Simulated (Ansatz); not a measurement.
Consider TlNiF3 (Pm-3m).

```xyz
5
Lattice="-4.0874 0.0000 0.0000 0.0000 0.0000 -4.0874 0.0000 -4.0874 0.0000" Properties=species:S:1:pos:R:3 pbc="T T T"
Tl   -2.0437   -2.0437   -2.0437
Ni    0.0000    0.0000    0.0000
F    -2.0437    0.0000    0.0000
F     0.0000    0.0000   -2.0437
F     0.0000   -2.0437    0.0000
```

The cell and positions are those that the Materials Project relaxed with its own functionals (PBE, PBE+U or r2SCAN), kept fixed. Spin-orbit coupling is left out unless a run names it. PAW set soft_2, made with PBE.

A constrained-RPA run (Ansatz 0.2.0; non-magnetic LDA; Ni d, bands v4 to c1, 4×4×4 mesh, medium accuracy) builds 5 functions on bands 2.1 eV wide, with 8.0 electrons in the window. The bare on-site interaction is 22.7 eV and the bare J 0.76 eV.

Estimate U, U′ and J.

On the Ni d shell, U = 6.81 eV (30 % of the bare value), U′ = 5.56 eV, J = 0.62 eV.

The parent state is non-magnetic and the interaction static (zero frequency); U depends on the window and the orbitals, so it belongs to this model alone. Spin-orbit coupling, which is strong for atoms this heavy, is left out.

[Paths, hosts, dates, memory and timing lines, banners, echoed tables and standing remarks are left out of the program output.]

[Logs are printed without paths, hosts, clocks, repeated set-up lines and the standing remarks that a program may print on its own settings, such as how far it seeks lower states.]

[Runs of the session that timed out or met a known fault of the program may be left out.]

[Hosts, paths, dates, database ids (printed as entryN), source tags and the programs' standing remarks are cut or masked in the printed files.]
